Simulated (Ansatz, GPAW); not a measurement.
# Optical response of SrLiCl3 (model structure)

Aim: the dielectric function of SrLiCl3 (model structure), and the optical constants that follow from it. The structure is a model built here, which may or may not match a known phase. It was built so: All Ba replaced by Sr and F replaced by Cl in the Pm-3m structure of BaLiF3. The cell is first relaxed with Ansatz.

Program: GPAW 26.7.0. Level of theory: DFT, PBE, plane-wave PAW (GPAW data sets), scalar-relativistic, RPA, optical limit. Results are calculated unless marked as measured.

This is a report of a sequence of runs, with most program output left out.

## Step 1: The structure

Symmetry: Pm-3m, No. 221, cubic system. The conventional cell has a = 4.792 Å, b = 4.792 Å, c = 4.792 Å, α = 90.00°, β = 90.00°, γ = 90.00°. Nearest to Sr lie 12 Cl at 3.39 Å. Nearest to Cl lie 2 Li at 2.40 Å and 4 Sr at 3.39 Å. Li has 6 Cl at 2.40 Å nearest. All Ba replaced by Sr and F replaced by Cl in the Pm-3m structure of BaLiF3. Farther neighbours and most contacts between anions are not listed.

Coordinates:

```cif
data_structure
_symmetry_space_group_name_H-M 'Pm-3m'
_symmetry_Int_Tables_number 221
_cell_length_a 4.7917
_cell_length_b 4.7917
_cell_length_c 4.7917
_cell_angle_alpha 90.000
_cell_angle_beta 90.000
_cell_angle_gamma 90.000
_cell_volume 110.02
loop_
_atom_site_label
_atom_site_type_symbol
_atom_site_symmetry_multiplicity
_atom_site_Wyckoff_symbol
_atom_site_fract_x
_atom_site_fract_y
_atom_site_fract_z
_atom_site_occupancy
Sr1 Sr 1 a 0.00000 0.00000 0.00000 1
Cl1 Cl 3 c 0.50000 0.00000 0.50000 1
Li1 Li 1 b 0.50000 0.50000 0.50000 1
```

## Step 2: Relaxation

The structure was built or cut out here, so it is relaxed before any spectrum is computed.

This step: DFT, PBE, plane-wave PAW, default files, scalar-relativistic, relaxation (Ansatz 0.2.0).

input.yaml

```yaml
crystal:
  lattice:
    - [4.79172989, 0.0, 0.0]
    - [0.0, 4.79172989, 0.0]
    - [0.0, 0.0, 4.79172989]
  atoms:
    - { symbol: Sr, position: [0.0, 0.0, 0.0] }
    - { symbol: Cl, position: [0.5, 0.0, 0.5] }
    - { symbol: Cl, position: [0.5, 0.5, 0.0] }
    - { symbol: Cl, position: [0.0, 0.5, 0.5] }
    - { symbol: Li, position: [0.5, 0.5, 0.5] }
kpoints:
  mp_grid: { grid: [5, 5, 5] }
scf:
  occupations: { method: fermi_dirac, width: 0.05 }
hamiltonian:
  xc: pbe
output:
  forces: true
  stress: true
relax:
  f_tol: 0.02
  max_steps: 50
  cell: {}
```

Command:

```
$ ansatz run input.yaml --threads 1 --pin off --max-ram 4096MiB --backend cpu --events-out ev --progress --plain --runs-dir out
```

Elapsed: 4.4 s, on 1 thread of Intel Xeon 6975P-C (Granite Rapids), shared host; peak memory 0.41 GiB.

The steps of the relaxation:

```csv
step,energy less that of the first step (eV),largest force component (eV/Å),pressure (GPa),volume (Å³)
1,0.0000,0.0000,0.30,110.02
2,-0.0008,0.0000,0.06,110.78
3,-0.0009,0.0000,0.00,110.96
4*,-0.0009,0.0000,0.00,110.96
```

Relaxation steps marked * repeat the geometry before them on a plane-wave basis chosen anew for their cell, so energy and pressure can jump there.

The run keeps the 48 symmetry operations that it works with, so distortions that break them were not tested.

```csv
"conventional cell, symmetrised",before,after,change
a (Å),4.792,4.805,+0.3 %
b (Å),4.792,4.805,+0.3 %
c (Å),4.792,4.805,+0.3 %
volume (Å³/atom),22.00,22.19,+0.9 %
```

The relaxed structure:

```cif
data_structure
_symmetry_space_group_name_H-M 'P 1'
_symmetry_Int_Tables_number 1
_cell_length_a 4.8053
_cell_length_b 4.8053
_cell_length_c 4.8053
_cell_angle_alpha 90.000
_cell_angle_beta 90.000
_cell_angle_gamma 90.000
_cell_volume 110.96
loop_
_atom_site_label
_atom_site_type_symbol
_atom_site_fract_x
_atom_site_fract_y
_atom_site_fract_z
_atom_site_occupancy
Sr1 Sr 0.00000 0.00000 0.00000 1
Cl2 Cl 0.50000 0.00000 0.50000 1
Cl3 Cl 0.50000 0.50000 0.00000 1
Cl4 Cl 0.00000 0.50000 0.50000 1
Li5 Li 0.50000 0.50000 0.50000 1
```

The cell grew by 0.9 % in volume.

## Step 3: Ground state

The self-consistent density comes first; it also tells whether there is a gap, which decides the occupations and the need for a Drude term.

This step: DFT, PBE, plane-wave PAW (GPAW data sets), scalar-relativistic, ground state (GPAW 26.7.0).

gs.py

```python
from ase import Atoms
from ase.dft.bandgap import bandgap
from gpaw import GPAW, PW, FermiDirac

atoms = Atoms(['Sr', 'Cl', 'Cl', 'Cl', 'Li'],
              cell=[[4.805329698500, 0.000000000000, 0.000000000000],
                    [0.000000000000, 4.805329698500, 0.000000000000],
                    [0.000000000000, 0.000000000000, 4.805329698500]],
              scaled_positions=[[1.000000000000, 0.000000000000, 0.000000000000],
                                [0.500000000000, 1.000000000000, 0.500000000000],
                                [0.500000000000, 0.500000000000, 1.000000000000],
                                [0.000000000000, 0.500000000000, 0.500000000000],
                                [0.500000000000, 0.500000000000, 0.500000000000]],
              pbc=[True, True, True])
atoms.calc = GPAW(mode=PW(450), xc='PBE', kpts={'size': (5, 5, 5), 'gamma': True},
                  occupations=FermiDirac(0.05), maxiter=150, txt='gs.txt')
print('energy (eV)', atoms.get_potential_energy())
print('Fermi level (eV)', atoms.calc.get_fermi_level())
print('valence electrons', atoms.calc.get_number_of_electrons())
print('gap (eV)', bandgap(atoms.calc, output=None)[0])
print('direct gap (eV)', bandgap(atoms.calc, direct=True, output=None)[0])
atoms.calc.write('gs.gpw')
```

Command:

```
$ OMP_NUM_THREADS=1 python gs.py
```

Run time: 5.7 s. Hardware: 1 thread; peak memory 0.16 GiB.

Numbers from this step:

- energy: -19.22 eV
- Fermi energy: 4.255 eV
- gap on the k-mesh: 4.137 eV
- direct gap on the mesh: 4.210 eV
- electrons: 32

There is a gap, 4.14 eV on this mesh (points off the mesh can give less), so no carriers' term is needed.

## Step 4: Bands for the response

At the fixed density, many empty bands are solved on the mesh of the response, since the spectrum sums over them.

This step: DFT, PBE, plane-wave PAW (GPAW data sets), scalar-relativistic, bands at fixed density (GPAW 26.7.0).

nscf.py

```python
from ase.dft.bandgap import bandgap
from gpaw import GPAW, FermiDirac

calc = GPAW('gs.gpw').fixed_density(kpts={'size': (6, 6, 6), 'gamma': True}, nbands=59, convergence={'bands': 53},
                                    occupations=FermiDirac(0.001), txt='nscf.txt')
print('gap (eV)', bandgap(calc, output=None)[0])
print('direct gap (eV)', bandgap(calc, direct=True, output=None)[0])
print('top band over the Fermi level (eV)', min(calc.get_eigenvalues(kpt=k)[52] for k in range(len(calc.get_ibz_k_points()))) - calc.get_fermi_level())
calc.write('full.gpw', mode='all')
```

Command:

```
$ OMP_NUM_THREADS=1 python nscf.py
```

Elapsed: 33 s, on 1 thread; peak memory 0.22 GiB.

This step gave:

- gap on the k-mesh: 4.040 eV

## Step 5: Dielectric function, RPA

Local fields let the induced charge screen the field inside the cell, which as a rule lowers ε, most along directions where the density is uneven.

This step: DFT, PBE, plane-wave PAW (GPAW data sets), scalar-relativistic, RPA, optical limit (GPAW 26.7.0).

df.py

```python
from gpaw.response.df import DielectricFunction

df = DielectricFunction('full.gpw', frequencies={'type': 'nonlinear', 'domega0': 0.03, 'omega2': 8},
                        ecut=80,
                        eta=0.1,
                        nbands=53,
                        txt='df.txt')
for direction in ['x']:
    df.get_dielectric_function(xc='RPA', direction=direction, filename=f'df_{direction}.csv')
```

Command:

```
$ OMP_NUM_THREADS=1 python df.py
```

It took 11 s on 1 thread; peak memory 0.92 GiB.

Numbers from this step:

| Item | Value |
| --- | --- |
| electronic dielectric constant ε∞, mean over x, y and z (by symmetry where fewer were run) | 3.020 |
| main peak of Im epsilon, first axis | 6.345 eV |

The Im ε, E ∥ x has structure finer than the step of the table below, so its rows give means over 0.5 eV, whole bins alone (the curve runs from 0 to 19.8 eV). Peaks (eV: height): 6.33: 4.21, 6.87: 3.35, 8.21: 3.03, 8.70: 3.26, 9.42: 3.67, 10.81: 2.42, 12.26: 2.73.

Values under the direct gap are tails of Lorentzian lines. Im ε, E ∥ x against photon energy; means over each step:

photon energy (eV), Im ε, E ∥ x and a bar:
```
      0.5       0.00 
      1.0       0.01 
      1.5       0.01 
      2.0       0.01 
      2.5       0.02 
      3.0       0.03 
      3.5       0.04 
      4.0       0.11 #
      4.5       0.25 ##
      5.0       0.70 ######
      5.5       1.07 ##########
      6.0       3.13 #############################
      6.5       3.30 ##############################
      7.0       2.67 ########################
      7.5       2.34 #####################
      8.0       2.78 #########################
      8.5       2.81 ##########################
      9.0       2.97 ###########################
      9.5       3.26 ##############################
     10.0       2.22 ####################
     10.5       2.05 ###################
     11.0       2.20 ####################
     11.5       1.86 #################
     12.0       2.30 #####################
     12.5       2.57 #######################
     13.0       1.81 ################
     13.5       1.54 ##############
     14.0       1.32 ############
     14.5       0.97 #########
     15.0       1.20 ###########
     15.5       1.24 ###########
     16.0       1.15 ##########
     16.5       1.00 #########
     17.0       1.09 ##########
     17.5       1.02 #########
     18.0       0.88 ########
     18.5       0.84 ########
     19.0       0.81 #######
     19.5       0.57 #####
```

Table of Re ε, E ∥ x by photon energy:

photon energy (eV), Re ε, E ∥ x and a bar:
```
      0.0       3.02 ##################
      0.5       3.03 ##################
      1.0       3.05 ##################
      1.5       3.09 ##################
      2.0       3.14 ##################
      2.5       3.22 ###################
      3.0       3.34 ###################
      3.5       3.50 ####################
      4.0       3.78 ######################
      4.5       4.12 ########################
      5.0       4.48 ##########################
      5.5       5.00 #############################
      6.0       5.10 ##############################
      6.5       2.27 #############
      7.0       1.99 ###########
      7.5       2.72 ################
      8.0       2.51 ##############
      8.5       2.50 ##############
      9.0       2.22 #############
      9.5       0.99 #####
     10.0       0.94 #####
     10.5       1.43 ########
     11.0       0.99 #####
     11.5       0.87 #####
     12.0       1.54 #########
     12.5       0.54 ###
     13.0       0.11 
     13.5       0.33 #
     14.0       0.18 
     14.5       0.51 ##
     15.0       0.64 ###
     15.5       0.47 ##
     16.0       0.56 ###
     16.5       0.46 ##
     17.0       0.76 ####
     17.5       0.35 #
     18.0       0.50 ##
     18.5       0.52 ##
     19.0       0.39 ##
     19.5       0.46 ##
```

The Im ε, E ∥ x has structure finer than the step of the table below, so its rows give means over 0.5 eV, whole bins alone (the curve runs from 0 to 19.8 eV). Peaks (eV: height): without local fields 6.33: 5.45, 6.87: 4.46, 7.73: 4.42, 9.35: 4.75, 11.03: 4.03, 11.94: 4.74, 14.77: 1.84; with local fields 6.33: 4.21, 6.87: 3.35, 8.21: 3.03, 8.70: 3.26, 9.42: 3.67, 10.81: 2.42, 12.26: 2.73.

Values under the direct gap are tails of Lorentzian lines. The Im ε, E ∥ x by photon energy; means over each step:

```csv
photon energy (eV),without local fields,with local fields
0.5,0.00373,0.00285
1.0,0.00770,0.00589
1.5,0.0122,0.00935
2.0,0.0177,0.0136
2.5,0.0248,0.0191
3.0,0.0351,0.0272
3.5,0.0528,0.0416
4.0,0.134,0.115
4.5,0.289,0.246
5.0,0.817,0.703
5.5,1.36,1.07
6.0,4.12,3.13
6.5,4.16,3.30
7.0,3.63,2.67
7.5,3.74,2.34
8.0,3.64,2.78
8.5,3.16,2.81
9.0,4.00,2.97
9.5,4.07,3.26
10.0,2.93,2.22
10.5,3.41,2.05
11.0,3.93,2.20
11.5,3.62,1.86
12.0,4.37,2.30
12.5,2.84,2.57
13.0,1.85,1.81
13.5,1.77,1.54
14.0,1.40,1.32
14.5,1.38,0.969
15.0,1.58,1.20
15.5,1.38,1.24
16.0,1.10,1.15
16.5,0.837,0.996
17.0,0.766,1.09
17.5,0.567,1.02
18.0,0.529,0.882
18.5,0.493,0.836
19.0,0.398,0.811
19.5,0.352,0.565
```

The reflectivity at normal incidence, E ∥ x has structure finer than the step of the table below, so its rows give means over 0.5 eV, whole bins alone (the curve runs from 0 to 19.8 eV). Peaks (eV: height): 6.33: 20.9, 6.87: 17.2, 8.21: 15.8, 8.77: 17.1, 9.48: 21.1, 10.81: 14.3, 12.75: 21.8.

Table of reflectivity at normal incidence, E ∥ x by photon energy; means over each step:

```csv
photon energy (eV),"reflectivity at normal incidence, E ∥ x (%)"
0.5,7.30
1.0,7.39
1.5,7.54
2.0,7.77
2.5,8.10
3.0,8.56
3.5,9.23
4.0,10.3
4.5,11.6
5.0,13.1
5.5,15.2
6.0,19.6
6.5,17.1
7.0,14.1
7.5,12.8
8.0,14.7
8.5,14.7
9.0,15.6
9.5,19.3
10.0,14.3
10.5,11.4
11.0,13.2
11.5,11.0
12.0,12.8
12.5,18.6
13.0,18.0
13.5,14.1
14.0,14.0
14.5,8.27
15.0,7.69
15.5,9.59
16.0,8.77
16.5,8.35
17.0,7.41
17.5,9.55
18.0,7.66
18.5,7.02
19.0,8.30
19.5,5.91
```

The loss function −Im 1/ε at q → 0, E ∥ x has structure finer than the step of the table below, so its rows give means over 1 eV, whole bins alone (the curve runs from 0 to 19.8 eV). Peaks (eV: height): 11.6: 0.456, 14.4: 0.945, 16.5: 0.841, 19.3: 1.20.

Values under the direct gap are tails of Lorentzian lines. Loss function −Im 1/ε at q → 0, E ∥ x against energy loss; means over each step:

energy loss (eV), loss function −Im 1/ε at q → 0, E ∥ x and a bar:
```
        1       0.00 
        2       0.00 
        3       0.00 
        4       0.01 
        5       0.03 #
        6       0.09 ###
        7       0.19 ######
        8       0.19 ######
        9       0.22 #######
       10       0.37 ###########
       11       0.37 ###########
       12       0.35 ##########
       13       0.53 ################
       14       0.75 #######################
       15       0.64 ###################
       16       0.74 ######################
       17       0.74 ######################
       18       0.89 ###########################
       19       1.00 ##############################
```

From ε follow the optical constants at some laser and lamp lines:

```csv
wavelength (nm),n,k,R (%),1/α
1064,1.75,0.002,7.4,43 µm
800,1.76,0.003,7.6,23 µm
633,1.77,0.004,7.7,14 µm
532,1.79,0.005,8.0,8.9 µm
450,1.81,0.006,8.3,5.7 µm
308,1.95,0.025,10.4,968 nm
248,2.12,0.162,13.2,122 nm
```

Below the direct gap, k and the depth come from the tails of the Lorentzian lines, not from transitions.

Rows near the edge hang on the gap, which this functional as a rule makes too small, and phonon-assisted absorption is left out.

## Step 6: Results

```
electronic dielectric constant ε∞, mean over x, y and z (by symmetry where fewer were run) (RPA) : 3.02
main peak of Im epsilon, first axis                                                              : 6.35 eV
```

**Reading.** At this level (PBE, RPA) SrLiCl3 has ε∞ = 3.02 and n = 1.74 at 1550 nm, and Im ε peaks at 6.3 eV. On the mesh the gap is 4.04 eV and the least direct gap 4.21 eV, so on this mesh the band edges lie at different points. Local fields change the static value along x from 3.56 to 3.02 (-15 %). Distinct maxima of Im ε, read by a parabola through the highest points, lie at 6.35 eV (4.2), 6.87 eV (3.3), 8.73 eV (3.3) and 9.44 eV (3.7). Excitons and phonon-assisted transitions are missing; PBE gaps are as a rule too small, which pulls the onset down and ε∞ up. The sum runs over mesh points, so small or evenly spaced maxima can still be ripples of the mesh. The curves end at 20 eV, about where the summed bands run out.

[Machine, clock and banner lines and Python warnings are left out of the logs.]

[Logs are printed without paths, hosts, clocks, repeated set-up lines and the standing remarks that a program may print on its own settings, such as how far it seeks lower states.]

[Hosts, paths, dates, database ids (printed as entryN), source tags and the programs' standing remarks are cut or masked in the printed files.]
